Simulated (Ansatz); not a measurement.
# Sc2NO2 monolayer: from the cell to its phonons, part 2 of 2

Task: relax Sc2NO2 monolayer, then find its harmonic phonons.

Ansatz 0.2.0; DFT PBEsol, scalar-relativistic, plane waves, PAW; PAW set soft_1.

So far. Step 4 (Relaxing to small forces for the phonons): The largest force component left is 0.090 meV/Å, within the tolerances set. Step 5 (Zone-centre response): Before it was imposed, the acoustic sum rule was missed by 6.8e-5 eV/Å². Small misses are needed for a sound result but don't prove that mesh and cutoff are converged. The lowest optical mode is real, 125 cm⁻¹.

### Step 6. Response at finite wavevector

Stability and thermal properties need the whole zone. Linear response on a 6×6×1 q mesh gives force constants as far as a supercell of that size would.

File input.yaml:

```yaml
crystal:
  lattice:
    - [3.2134681913, 0.0, 0.0]
    - [-1.6067340956, 2.7829450879, 0.0]
    - [0.0, 0.0, 32.6]
  atoms:
    - { symbol: "N", position: [0.0, 0.0, 0.3067484663] }
    - { symbol: Sc, position: [0.3333333333, 0.6666666667, 0.3495749611] }
    - { symbol: Sc, position: [0.6666666667, 0.3333333333, 0.2639219714] }
    - { symbol: O, position: [0.6666666667, 0.3333333333, 0.3735527532] }
    - { symbol: O, position: [0.3333333333, 0.6666666667, 0.2399441793] }
  periodic: [true, true, false]
kpoints:
  mp_grid: { grid: [12, 12, 1] }
hamiltonian:
  xc: pbesol
  pseudopotentials: { kind: paw, azcp: { folder: soft_1 }, xc_functional: pbe }
scf:
  occupations: { method: methfessel_paxton, width: 0.2 }
output:
  eigenvalues: true
phonons:
  method: dfpt
  qmesh: [6, 6, 1]
  temperatures: { t_max: 1000, t_step: 50 }
  qpath:
    path:
      - [0.0, 0.0, 0.0]
      - [0.5, 0.0, 0.0]
      - [0.33333333, 0.33333333, 0.0]
      - [0.0, 0.0, 0.0]
    npoints: 10
```

Run with:

```bash
$ ansatz run input.yaml --threads 4 --pin off --max-ram 16384MiB --backend cpu --events-out ev --progress --plain --runs-dir out
```

Numbers of over 12 decimals in the logs are rounded to 6 here.

What it wrote:

```text
[...]
Crystal: 5 atoms, lattice volume = 291.539 Å³
Basis set: ecut = 420 eV, 5785 PW (Γ), exchange–correlation on 48×48×450 points (8 copies of the dense FFT grid, shifted against one another)
Bands: 25, of which v1, the nominal top of the filled ones, is band 20 counted from 1 (19 counted from 0)
Symmetry: 12 space group operations
k-points: 19 of 144 (irreducible under 6 space group operations, time reversal used)
[...]
SCF iter   1: F=—  HF=-5734.507937 eV  |F-HF|=—  |Δ(HF+E_count)|=         —  Δρ=7.10e-2  dr2=1.67e1  ethr=3.10e-3  ⟨swp⟩=9.6  Hψ=3219  notcnv=0
[...]
SCF iter  12: F=-5729.994026 eV  HF=-5729.994026 eV  |F-HF|=1.23e-10  |Δ(HF+E_count)|=   2.02e-9  S|Δr|=    0.00e0  Δρ=6.09e-8  dr2=7.76e-12  ethr=1.00e-12  ⟨swp⟩=22.2  Hψ=4769  notcnv=0
SCF 1 converged in 12 iterations: F = -5729.994026 eV  dr2 = 7.76e-12
[...]
phonons: the bands overlap, so this run is a metal and interpolates without the dipole-dipole term. If the crystal is really an insulator or semiconductor, its LO-TO splitting is missing
NSCF: frozen V_eff on 19 k-points
WARN: eigensolver did not converge (k=4): 1 band(s) unlocked after 2 eigensolves, warm-restarted (20 sweeps on the last) at ethr=1.13e-12 eV (storage-precision floor; scheduled 1.00e-12 eV) (lowest unlocked band 24, counted from 0; max residual 3.91e-4 eV among the unlocked bands, 3.91e-4 eV over every band; other slots of this pass that fall short are told together in one closing line; warning suppressed until the next SCF loop or pass starts)
WARN: eigensolver did not converge in 6 slots of this pass, the one above among them; of largest residual over every band (k=4): 1 band(s) unlocked (lowest unlocked band 24, counted from 0; max residual 3.91e-4 eV among the unlocked bands, 3.91e-4 eV over every band); of lowest unlocked band (k=4): band 24
[...]
DFPT response loops at q = (0, 0, 0) (fractional): preconditioner auto → none (partly filled bands, converged f_vac=0.774); β = 0.50; Broyden in place of MSR1
[...]
SCF converged after 12 iterations
[...]
Free energy (F): -5729.994026 eV
[...]
Internal energy: -5729.996451 eV  (E = F + TS)
E sigma→0 (E₀):  -5729.994632 eV
Entropy (-TS):   0.002425 eV (0.485 meV/atom)
Fermi energy:    -7.340770 eV
[...]
--- Band table (eV; the first three rows and the last of 19) ---
  k-point 0: bands = [... 16 lower, -9.2977, -7.3863, -6.7125, -6.7125, -2.6964, -2.6964, -2.5253, -1.8329, ... 1 higher]
  k-point 1: bands = [... 16 lower, -9.2209, -7.2709, -7.0415, -6.8374, -2.7453, -2.5356, -2.5276, -1.8443, ... 1 higher]
  k-point 2: bands = [... 16 lower, -9.0768, -7.7561, -7.1292, -7.1022, -2.9796, -2.3102, -2.1806, -1.8076, ... 1 higher]
  k-point 18: bands = [... 16 lower, -8.9542, -8.7526, -7.8917, -7.8917, -2.7560, -2.0781, -2.0781, -1.7930, ... 1 higher]
--- Phonons (Γ-DFPT): 10 representative perturbations + reference (Σ response iterations 56) ---
  ASR residual: 8.209e-5 → 0.000e0 eV/Å²; symmetrization residual: 1.725e-5 eV/Å²
[...]
ASR residual per site (eV/Å²): 2.65e-5 8.21e-5 8.08e-5 1.03e-5 1.70e-5
[...]
--- Phonons (arbitrary-q DFPT): 7 irreducible q on the 6×6×1 mesh ---
  q = [0.0000, 0.0000, 0.0000] (star 1, of the zone-centre solve; hermiticity 2.78e-6, symmetrization 9.09e-11, taken by the last average 4.44e-7): -0.00 -0.00 0.00 125.23 125.23 205.39 358.48 358.48 410.49 456.31 456.31 479.47 485.56 485.56 526.57
  q = [0.0000, 0.1667, 0.0000] (star 6, 15 solved perturbations on 78 of 144 k-point pairs; hermiticity 3.81e-7, symmetrization 1.42e-10, taken by the last average 2.74e-7): 59.93 87.65 148.03 150.05 193.68 205.77 351.59 359.10 372.35 447.15 459.40 481.06 484.67 497.25 555.06
[...]
q = [0.1667, 0.1667, 0.0000] (star 6, 10 solved perturbations in 1110 linear systems a pass and spin channel, the states on 144 of 144 k-point pairs; hermiticity 1.09e-6, symmetrization 1.09e-10, taken by the last average 2.60e-7): 111.41 163.76 177.61 197.12 230.44 244.47 350.46 354.54 382.61 447.02 465.08 465.97 477.86 510.81 570.01
[...]
sum rule: each row above includes the acoustic sum rule's correction from the zone centre's row sums; it moved no ω² by more than (0.72 cm⁻¹)²
  mesh force constants: q→R imaginary residual 1.14e-18; ASR residual 8.209e-5 → 0.000e0 eV/Å²; symmetrization residual 1.776e-14 eV/Å²
  interpolated dispersion: 31 rows × 15 modes
  density of states and harmonic sums: on the 24×24×1 q-mesh, interpolated from the force constants of a 6×6×1 supercell (no non-analytic term)
  largest difference from the sums on the solved wave vectors: F 2.49e-2 eV, S 3.17e-5 and C_V 6.73e-6 eV/K
  zero-point energy: 0.323777 eV/cell   skipped modes (ω ≤ 0): 3   left out of the sums: 3.47e-4 of the cell's modes: C_V's classical limit lies that fraction below 3 k_B per atom; for a crystal, a wire or a layer, F and S can be off by more, and a phonons.interpolated_qmesh denser along its periods is the remedy for the sampling
```

The job ended after 31 min (4 threads of Arm Neoverse V1, shared host; peak memory 2.8 GiB).

This step gave:

```yaml
sum_rule_residual_before_enforcement: 8.21e-5 eV/Å²
lowest_frequency_on_the_path: 0 cm⁻¹
highest_frequency_on_the_path_or_at_a_solved_wavevector: 586.1 cm⁻¹
mean_frequency: 348.3 cm⁻¹
lowest_mode_on_the_q_mesh_acoustic_modes_at_gamma_apart: 59.93 cm⁻¹
zero_point_energy_per_atom: 64.76 meV
heat_capacity_at_300_k: 19.50 J/(mol atoms K)
vibrational_entropy_at_300_k: 17.93 J/(mol atoms K)
edges_of_the_widest_gap_between_branches_on_path_and_mesh: 277, 348.4 cm⁻¹
```

Frequencies (cm⁻¹) solved at each irreducible wavevector; negative means imaginary. Frequencies by wavevector, by row:

```csv
q in reciprocal lattice units,star,mode 1,mode 2,mode 3,mode 4,mode 13,mode 14,mode 15
0 0 0,1,0,0,0,125.2,485.6,485.6,526.6
0 0.1667 0,6,59.9,87.7,148,150.1,484.7,497.2,555.1
0 0.3333 0,6,130.2,157.9,190.2,191.3,470.8,524.9,573.9
0 -0.5 0,3,171.1,182.5,193.8,210,465.5,531.4,586.1
0.1667 0.1667 0,6,111.4,163.8,177.6,197.1,477.9,510.8,570
0.1667 0.3333 0,12,163.8,188.9,215,230.4,472.5,536.8,567.7
0.3333 0.3333 0,2,188.4,188.4,231.3,231.3,480.8,549.8,549.8
```

Interpolated from a 6×6×1 q mesh. The phonon branches at the labelled points (cm⁻¹):

| point | branch 1 | branch 2 | branch 3 | branch 4 | branch 12 | branch 13 | branch 14 | branch 15 |
| --- | --- | --- | --- | --- | --- | --- | --- | --- |
| Γ | 0 | 0 | 0 | 125 | 480 | 486 | 486 | 527 |
| halfway | 98 | 128 | 170 | 183 | 474 | 476 | 507 | 572 |
| M | 171 | 182 | 194 | 210 | 461 | 466 | 531 | 586 |
| halfway | 176 | 191 | 216 | 229 | 470 | 472 | 533 | 574 |
| K | 188 | 188 | 231 | 231 | 476 | 481 | 550 | 550 |
| halfway | 111 | 164 | 178 | 197 | 466 | 478 | 511 | 570 |
| Γ | 0 | 0 | 0 | 125 | 480 | 486 | 486 | 527 |

The phonon density of states has structure finer than the step of the table below, so its rows give means over 20 cm⁻¹, whole bins alone (the curve runs from 2.5 to 588 cm⁻¹). Peaks (cm⁻¹: height): 187.5: 0.0751, 232.5: 0.0569, 252.5: 0.0685, 357.5: 0.152, 447.5: 0.126, 472.5: 0.118, 532.5: 0.0619.

Tetrahedra on a 24×24×1 mesh, mean over bins of 5 cm-1. Interpolated from a 6×6×1 q mesh. Phonon density of states against wavenumber; means over each step:

| wavenumber (cm⁻¹) | phonon density of states (1/cm⁻¹/cell) |
| --- | --- |
| 20 | 0.00197 |
| 40 | 0.00318 |
| 60 | 0.00451 |
| 80 | 0.00610 |
| 100 | 0.00798 |
| 120 | 0.0114 |
| 140 | 0.0188 |
| 160 | 0.0284 |
| 180 | 0.0515 |
| 200 | 0.0441 |
| 220 | 0.0334 |
| 240 | 0.0377 |
| 260 | 0.0423 |
| 280 | 0.00785 |
| 300 | 0 |
| 320 | 0 |
| 340 | 0.00628 |
| 360 | 0.0899 |
| 380 | 0.0208 |
| 400 | 0.00988 |
| 420 | 0.0121 |
| 440 | 0.0529 |
| 460 | 0.0966 |
| 480 | 0.0613 |
| 500 | 0.0138 |
| 520 | 0.0145 |
| 540 | 0.0259 |
| 560 | 0.0245 |

The partial phonon density of states has structure finer than the step of the table below, so its rows give means over 20 cm⁻¹, whole bins alone (the curve runs from -10 to 613 cm⁻¹). Peaks (cm⁻¹: height): N 358.4: 0.0885, 452.5: 0.0153; O 252.6: 0.0150, 468.1: 0.0817, 534.8: 0.0318, 570.0: 0.0292; Sc 189.9: 0.0543, 233.0: 0.0309, 252.6: 0.0336, 358.4: 0.0110, 448.5: 0.0265.

Phonopy on the run's constants, 21x21x1 mesh, Gaussian sigma 4.5 cm-1. Interpolated from a 6×6×1 q mesh. The partial phonon density of states by wavenumber; means over each step; values in 1/cm⁻¹/cell:

```csv
wavenumber (cm⁻¹),N,O,Sc
0,9.8e-5,2.2e-4,6.3e-4
20,2.0e-4,4.5e-4,0.00129
40,3.3e-4,7.7e-4,0.00228
60,3.9e-4,9.3e-4,0.00291
80,5.1e-4,0.00128,0.00429
100,5.5e-4,0.00148,0.00546
120,6.8e-4,0.00233,0.00893
140,6.6e-4,0.00367,0.0144
160,6.8e-4,0.00507,0.0224
180,0.00108,0.00997,0.0401
200,5.9e-4,0.00929,0.0348
220,1.7e-4,0.00760,0.0257
240,3.6e-4,0.00993,0.0276
260,0.00175,0.0122,0.0273
280,7.5e-4,0.00265,0.00538
300,0,4.5e-7,1.4e-6
320,0,0,0
340,0.00798,5.9e-4,0.00115
360,0.0693,0.00713,0.00847
380,0.0127,0.00534,0.00430
400,0.00479,0.00264,0.00242
420,0.00702,0.00199,0.00316
440,0.0125,0.0261,0.0141
460,0.00939,0.0649,0.0217
480,0.00314,0.0461,0.0126
500,2.6e-4,0.0112,0.00267
520,9.2e-4,0.0129,0.00152
540,0.00288,0.0206,0.00159
560,0.00535,0.0172,0.00173
580,0.00485,0.0151,0.00125
600,1.0e-4,3.1e-4,1.1e-5
```

Harmonic thermodynamic functions per atom, from the density of states. Interpolated from a 6×6×1 q mesh. Thermodynamic functions, by row:

| T (K) | F_vib (meV/atom) | S (J/mol-atom/K) | C_V (J/mol-atom/K) |
| --- | --- | --- | --- |
| 0 | 64.76 | 0 | 0 |
| 100 | 63.6 | 3.407 | 6.603 |
| 200 | 56.29 | 10.86 | 15.15 |
| 300 | 41.27 | 17.93 | 19.5 |
| 400 | 19.52 | 23.86 | 21.59 |
| 500 | -7.85 | 28.81 | 22.7 |
| 600 | -39.94 | 33.01 | 23.34 |
| 700 | -76.08 | 36.64 | 23.75 |
| 800 | -115.8 | 39.83 | 24.02 |
| 900 | -158.5 | 42.67 | 24.2 |
| 1000 | -204.1 | 45.23 | 24.34 |

Symmetry leaves 7 wavevectors to solve. The lowest mode among them, the acoustic zeros apart, lies at q = (0, 0.167, 0) and is real, 59.9 cm⁻¹.

### Step 7. Another isotope, element N, natural mass 14.007 amu

An isotope changes the mass and not the force constants, so no new electronic calculation is needed; the shifts show which modes move this element.

The same force constants with the mass of N changed from 14.007 to 15.000 u (phonopy, no LO-TO term). Both lists are sorted by frequency; levels can cross, so a row need not hold one and the same mode. Modes under 3 cm⁻¹ are left out. Isotope shifts, by row, the first 40 of 57 rows:

| q | rank | natural mass (cm⁻¹) | changed mass (cm⁻¹) |
| --- | --- | --- | --- |
| 0 0 0 | 4 | 125.2 | 125.2 |
| 0 0 0 | 5 | 125.2 | 125.2 |
| 0 0 0 | 6 | 205.4 | 205.4 |
| 0 0 0 | 7 | 358.5 | 347.8 |
| 0 0 0 | 8 | 358.5 | 347.8 |
| 0 0 0 | 9 | 410.5 | 405.5 |
| 0 0 0 | 10 | 456.3 | 456.3 |
| 0 0 0 | 11 | 456.3 | 456.3 |
| 0 0 0 | 12 | 479.5 | 479.5 |
| 0 0 0 | 13 | 485.6 | 485.4 |
| 0 0 0 | 14 | 485.6 | 485.4 |
| 0 0 0 | 15 | 526.6 | 517 |
| 0 0.1667 0 | 1 | 59.93 | 59.74 |
| 0 0.1667 0 | 2 | 87.65 | 87.38 |
| 0 0.1667 0 | 3 | 148 | 148 |
| 0 0.1667 0 | 4 | 150.1 | 149.6 |
| 0 0.1667 0 | 5 | 193.7 | 193.7 |
| 0 0.1667 0 | 6 | 205.8 | 205.8 |
| 0 0.1667 0 | 7 | 351.6 | 341.3 |
| 0 0.1667 0 | 8 | 359.1 | 348.2 |
| 0 0.1667 0 | 9 | 372.4 | 367.2 |
| 0 0.1667 0 | 10 | 447.1 | 446.9 |
| 0 0.1667 0 | 11 | 459.4 | 459.4 |
| 0 0.1667 0 | 12 | 481.1 | 480.9 |
| 0 0.1667 0 | 13 | 484.7 | 481.5 |
| 0 0.1667 0 | 14 | 497.2 | 497.1 |
| 0 0.1667 0 | 15 | 555.1 | 548.9 |
| 0 0.3333 0 | 1 | 130.2 | 130 |
| 0 0.3333 0 | 2 | 157.9 | 157.7 |
| 0 0.3333 0 | 3 | 190.2 | 190.2 |
| 0 0.3333 0 | 4 | 191.3 | 191.1 |
| 0 0.3333 0 | 5 | 243.5 | 243.5 |
| 0 0.3333 0 | 6 | 264.7 | 264.1 |
| 0 0.3333 0 | 7 | 355.8 | 347.5 |
| 0 0.3333 0 | 8 | 360.3 | 348.7 |
| 0 0.3333 0 | 9 | 396.2 | 389.2 |
| 0 0.3333 0 | 10 | 452.1 | 449.4 |
| 0 0.3333 0 | 11 | 461.2 | 457.3 |
| 0 0.3333 0 | 12 | 462.1 | 462 |
| 0 0.3333 0 | 13 | 470.8 | 470.7 |

A mode of this element alone would shift by -3.37 %. The highest zone-centre frequency without the field goes from 526.6 to 517.0 cm⁻¹ (-1.8 %). The product of the frequency ratios over all optical modes at Γ is 0.912; the product rule, (m/m′)^(3k/2) (M′/M)^(3/2) with k = 1 such atoms and M the mass of the cell, gives 0.912.

### Step 8. Isotope substitution, element O, natural mass 15.999 amu

The same for O, from 16.00 to 18.00 u.

The same force constants with the mass of O changed from 15.999 to 17.999 u (phonopy, no LO-TO term). Both lists are sorted by frequency; levels can cross, so a row need not hold one and the same mode. Modes under 3 cm⁻¹ are left out. Isotope shifts, by row, the first 40 of 57 rows:

| q | rank | natural mass (cm⁻¹) | changed mass (cm⁻¹) |
| --- | --- | --- | --- |
| 0 0 0 | 4 | 125.2 | 123.3 |
| 0 0 0 | 5 | 125.2 | 123.3 |
| 0 0 0 | 6 | 205.4 | 202 |
| 0 0 0 | 7 | 358.5 | 358.3 |
| 0 0 0 | 8 | 358.5 | 358.3 |
| 0 0 0 | 9 | 410.5 | 401.7 |
| 0 0 0 | 10 | 456.3 | 437 |
| 0 0 0 | 11 | 456.3 | 437 |
| 0 0 0 | 12 | 479.5 | 459.6 |
| 0 0 0 | 13 | 485.6 | 464.7 |
| 0 0 0 | 14 | 485.6 | 464.7 |
| 0 0 0 | 15 | 526.6 | 514.7 |
| 0 0.1667 0 | 1 | 59.93 | 59.15 |
| 0 0.1667 0 | 2 | 87.65 | 86.4 |
| 0 0.1667 0 | 3 | 148 | 145.7 |
| 0 0.1667 0 | 4 | 150.1 | 147.9 |
| 0 0.1667 0 | 5 | 193.7 | 190.7 |
| 0 0.1667 0 | 6 | 205.8 | 203.1 |
| 0 0.1667 0 | 7 | 351.6 | 351.1 |
| 0 0.1667 0 | 8 | 359.1 | 359 |
| 0 0.1667 0 | 9 | 372.4 | 364.8 |
| 0 0.1667 0 | 10 | 447.1 | 427.6 |
| 0 0.1667 0 | 11 | 459.4 | 439.8 |
| 0 0.1667 0 | 12 | 481.1 | 460.4 |
| 0 0.1667 0 | 13 | 484.7 | 466.8 |
| 0 0.1667 0 | 14 | 497.2 | 475.2 |
| 0 0.1667 0 | 15 | 555.1 | 538.7 |
| 0 0.3333 0 | 1 | 130.2 | 129 |
| 0 0.3333 0 | 2 | 157.9 | 155.8 |
| 0 0.3333 0 | 3 | 190.2 | 187.3 |
| 0 0.3333 0 | 4 | 191.3 | 188.5 |
| 0 0.3333 0 | 5 | 243.5 | 240.1 |
| 0 0.3333 0 | 6 | 264.7 | 260.5 |
| 0 0.3333 0 | 7 | 355.8 | 351.6 |
| 0 0.3333 0 | 8 | 360.3 | 360.3 |
| 0 0.3333 0 | 9 | 396.2 | 389.3 |
| 0 0.3333 0 | 10 | 452.1 | 437.5 |
| 0 0.3333 0 | 11 | 461.2 | 441.8 |
| 0 0.3333 0 | 12 | 462.1 | 447.8 |
| 0 0.3333 0 | 13 | 470.8 | 450.7 |

A mode of this element alone would shift by -5.72 %. The highest zone-centre frequency without the field goes from 526.6 to 514.7 cm⁻¹ (-2.3 %). The product of the frequency ratios over all optical modes at Γ is 0.733; the product rule, (m/m′)^(3k/2) (M′/M)^(3/2) with k = 2 such atoms and M the mass of the cell, gives 0.734.

### Step 9. Results

| Item | Value |
| --- | --- |
| space group after relaxation (within 0.01 Å) | P-3m1 |
| area per atom | 1.79 Å² |
| electronic character | no gap on this mesh |
| highest optical mode at the zone centre (no LO-TO term) | 527 cm⁻¹ |
| lowest optical zone-centre mode | 125 cm⁻¹ |
| lowest mode on the q mesh (acoustic modes at Γ apart) | 59.9 cm⁻¹ |
| highest frequency on the path or at a solved wavevector | 586 cm⁻¹ |
| zero-point energy per atom | 64.8 meV |
| heat capacity at 300 K | 19.5 J/(mol atoms K) |
| vibrational entropy at 300 K | 17.9 J/(mol atoms K) |
| imaginary modes on the 6×6×1 q mesh | none |

What this shows: The structure is a minimum as far as tested: no mode is imaginary at the 7 irreducible wavevectors of the 6×6×1 mesh, and the softest away from the acoustic zeros lies at 60 cm⁻¹. The optical modes at Γ span 125 to 527 cm⁻¹. On the path and the mesh, the widest gap between branches runs from 277 to 348 cm⁻¹. With no gap, or one that is small against the smearing, the frequencies hang on the k mesh and the smearing, most of all near Kohn anomalies. The phonon runs are without spin polarisation, although the cell has an odd electron count. In a sheet or slab the interpolated bending branch near Γ is rough, since the rotational sum rule isn't imposed. The PAW files were made for PBE and serve the other functionals too. A phonon run warned that its eigensolver left some bands unconverged in a pass. The starting cell was built on a prototype and not taken from a measurement. These are harmonic frequencies at zero temperature: anharmonic shifts, linewidths and thermal expansion are left out.

[Logs are printed without paths, hosts, clocks, repeated set-up lines and the standing remarks that a program may print on its own settings, such as how far it seeks lower states.]

[Hosts, paths, dates, database ids (printed as entryN), source tags and the programs' standing remarks are cut or masked in the printed files.]
